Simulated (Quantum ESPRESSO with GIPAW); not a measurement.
# Assigning the 13C lines of C2H8BrN

The values are calculated: DFT, PBEsol, plane-wave PAW (pslibrary 1.0.0 recipes), scalar-relativistic, GIPAW shieldings (Quantum ESPRESSO with GIPAW, a patched development version). Reference lines, from the same functional and files: 13C: δ = (162.2 − σ), zero at TMS, fitted to 5 measured values, from C, Li2CO3, MgCO3, Na2CO3 and SiC, with a scatter of 0.85 ppm r.m.s., on σ without the shape term. Kinds of site that fitted badly were split off after the misses were seen, so the scatter is that of the points kept. Spans are on the shift scale.

```
CELL_PARAMETERS angstrom
4.71973 0.00000 0.00000
0.00000 6.28167 0.00000
-0.49647 0.00000 8.51455
ATOMIC_POSITIONS crystal
Br 0.37201 0.25000 0.15274
Br 0.62799 0.75000 0.84726
N 0.11971 0.75000 0.13751
N 0.88029 0.25000 0.86249
C 0.84635 0.25000 0.57217
C 0.15365 0.75000 0.42783
C 0.95677 0.75000 0.28162
C 0.04323 0.25000 0.71838
H 0.24598 0.88733 0.13285
H 0.29038 0.89249 0.43206
H 0.97919 0.75000 0.03598
H 0.17998 0.39256 0.72482
H 0.96930 0.25000 0.46619
H 0.29038 0.60751 0.43206
H 0.75402 0.38733 0.86715
H 0.75402 0.11267 0.86715
H 0.82002 0.89256 0.27518
H 0.70962 0.10751 0.56794
H 0.70962 0.39249 0.56794
H 0.02081 0.25000 0.96402
H 0.03070 0.75000 0.53381
H 0.82002 0.60744 0.27518
H 0.24598 0.61267 0.13285
H 0.17998 0.10744 0.72482
```

The cell is a computed entry of the Materials Project; it need not be the form that is stable at ambient conditions. The coordinates shown are those after relaxation (atoms relaxed).

The C sites:

```tsv
site	atom no.	atoms in cell	site symmetry	surroundings	bonds (Å)
C(1)	5	2	m	CCH3	1.10 to 1.51
C(2)	7	2	m	CNCH2	1.10 to 1.51
```

The lines, in order of position:

```tsv
line	δ_iso (ppm)	relative area	span (ppm)	skew
A	31.4	1	41.4	0.07
B	8.5	1	22.6	0.35
```

Simulated spectrum: 13C static powder, 23.5 T (251.6 MHz), lines broadened by 1.1 ppm; rigid lattice, with dipolar and J couplings left out.

δ (ppm), intensity and a bar:
```
     58.2       0.00 
     56.1       0.00 
     54.0       0.00 
     51.8       0.06 ##
     49.8       0.18 #####
     47.7       0.19 ######
     45.6       0.20 ######
     43.6       0.21 ######
     41.4       0.23 #######
     39.3       0.25 #######
     37.3       0.27 ########
     35.2       0.32 ##########
     33.0       0.43 #############
     32.4       0.49 ###############
     30.9       0.37 ###########
     28.9       0.30 #########
     26.8       0.26 ########
     24.6       0.24 #######
     22.6       0.22 #######
     20.5       0.22 ######
     18.4       0.43 #############
     16.4       0.62 ##################
     14.2       0.69 #####################
     12.1       0.85 ##########################
     11.1       1.00 ##############################
      9.9       0.70 #####################
      8.0       0.49 ###############
      5.8       0.41 ############
      3.7       0.36 ###########
      1.7       0.33 ##########
     -0.4       0.30 #########
     -2.6       0.28 ########
     -4.6       0.06 ##
     -6.7       0.00 
     -8.8       0.00 
    -10.8       0.00
```

Most prominent maxima (ppm: height): 32.4: 0.49, 11.1: 1.00.

Q: Assign the lines to the sites.

By the calculation: A is C(2) (CNCH2); B is C(1) (CCH3). The bonded neighbours set the region: A with NCH2; B with CH3.

[Banner, clock, file and message-heading lines were taken out of the pw.x and gipaw.x logs.]

[Logs are printed without paths, hosts, clocks, repeated set-up lines and the standing remarks that a program may print on its own settings, such as how far it seeks lower states.]

[Hosts, paths, dates, database ids (printed as entryN), source tags and the programs' standing remarks are cut or masked in the printed files.]
